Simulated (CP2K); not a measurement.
Aminoallene has these distinct C atoms: C1 (bonded to C and 2 H), C2 (bonded to 2 C) and C3 (bonded to C, N and H).

```xyz
9

C     1.8927   -0.0452   -0.0065
C     0.5996   -0.2600   -0.0505
C    -0.6990   -0.4710   -0.1339
N    -1.7096    0.5178   -0.1267
H     2.4712    0.1967   -0.9043
H     2.4528   -0.0987    0.9327
H    -1.0679   -1.4863   -0.2992
H    -2.5498    0.2260    0.3697
H    -1.3900    1.4207    0.2186
```

Their partial C K spectra (CP2K XAS_TDP, all-electron GAPW, PBEh(45%), aug-cc-pVDZ, TDA, GW2X-corrected core level, no relativity) are given in random order, each times the number of alike atoms.

Gaussian full width 0.5 eV, oscillator strength per eV, alike atoms added, rows of zeros left out:

| E (eV) | curve 1 | curve 2 | curve 3 |
| --- | --- | --- | --- |
| 286.25 | 0.000 | 0.000 | 0.006 |
| 286.50 | 0.000 | 0.000 | 0.049 |
| 286.75 | 0.000 | 0.000 | 0.098 |
| 287.00 | 0.005 | 0.000 | 0.049 |
| 287.25 | 0.042 | 0.000 | 0.010 |
| 287.50 | 0.088 | 0.000 | 0.038 |
| 287.75 | 0.046 | 0.000 | 0.089 |
| 288.00 | 0.006 | 0.000 | 0.053 |
| 288.25 | 0.000 | 0.001 | 0.008 |
| 288.50 | 0.000 | 0.016 | 0.000 |
| 288.75 | 0.000 | 0.078 | 0.000 |
| 289.00 | 0.000 | 0.094 | 0.000 |
| 289.25 | 0.000 | 0.028 | 0.000 |
| 289.50 | 0.000 | 0.002 | 0.000 |
| 289.75 | 0.002 | 0.004 | 0.001 |
| 290.00 | 0.013 | 0.013 | 0.002 |
| 290.25 | 0.020 | 0.010 | 0.001 |
| 290.50 | 0.008 | 0.002 | 0.002 |
| 290.75 | 0.001 | 0.000 | 0.002 |
| 291.00 | 0.005 | 0.000 | 0.001 |
| 291.25 | 0.015 | 0.003 | 0.001 |
| 291.50 | 0.019 | 0.009 | 0.001 |
| 291.75 | 0.008 | 0.012 | 0.001 |
| 292.00 | 0.006 | 0.006 | 0.002 |
| 292.25 | 0.010 | 0.003 | 0.003 |
| 292.50 | 0.010 | 0.004 | 0.002 |
| 292.75 | 0.006 | 0.004 | 0.002 |
| 293.00 | 0.010 | 0.003 | 0.005 |
| 293.25 | 0.017 | 0.006 | 0.011 |
| 293.50 | 0.036 | 0.007 | 0.014 |
| 293.75 | 0.042 | 0.009 | 0.008 |
| 294.00 | 0.019 | 0.016 | 0.005 |
| 294.25 | 0.006 | 0.014 | 0.004 |
| 294.50 | 0.006 | 0.016 | 0.002 |
| 294.75 | 0.004 | 0.023 | 0.003 |
| 295.00 | 0.003 | 0.015 | 0.006 |
| 295.25 | 0.004 | 0.006 | 0.004 |
| 295.50 | 0.002 | 0.006 | 0.002 |
| 295.75 | 0.003 | 0.009 | 0.002 |
| 296.00 | 0.004 | 0.009 | 0.002 |
| 296.25 | 0.005 | 0.007 | 0.002 |
| 296.50 | 0.008 | 0.007 | 0.003 |
| 296.75 | 0.019 | 0.018 | 0.003 |
| 297.00 | 0.033 | 0.020 | 0.004 |
| 297.25 | 0.032 | 0.009 | 0.005 |
| 297.50 | 0.033 | 0.007 | 0.007 |
| 297.75 | 0.021 | 0.020 | 0.019 |
| 298.00 | 0.009 | 0.061 | 0.023 |

Which curve belongs to which atom?

Curve 1: C1 (bonded to C and 2 H), leading line at 287.51 eV (f = 0.047 an atom), ionisation energy 292.14 eV, term value 4.63 eV. Curve 2: C3 (bonded to C, N and H), leading line at 288.91 eV (f = 0.055 an atom), ionisation energy 293.04 eV, term value 4.13 eV. Curve 3: C2 (bonded to 2 C), leading line at 286.75 eV (f = 0.052 an atom), ionisation energy 291.68 eV, term value 4.93 eV. The leading line of an atom is its first one with 35 % of the strongest within 2.5 eV of its lowest line over the strength cut. A line lies at the core ionisation energy, which rises as an atom loses charge to its neighbours or to a π system, less the term value, which is large for a low π* or σ* orbital with weight on that atom.

[Banner, clock and machine lines of the logs are left out without a mark of their own.]

[Logs are printed without paths, hosts, clocks, repeated set-up lines and the standing remarks that a program may print on its own settings, such as how far it seeks lower states.]

[Hosts, paths, dates, database ids (printed as entryN), source tags and the programs' standing remarks are cut or masked in the printed files.]
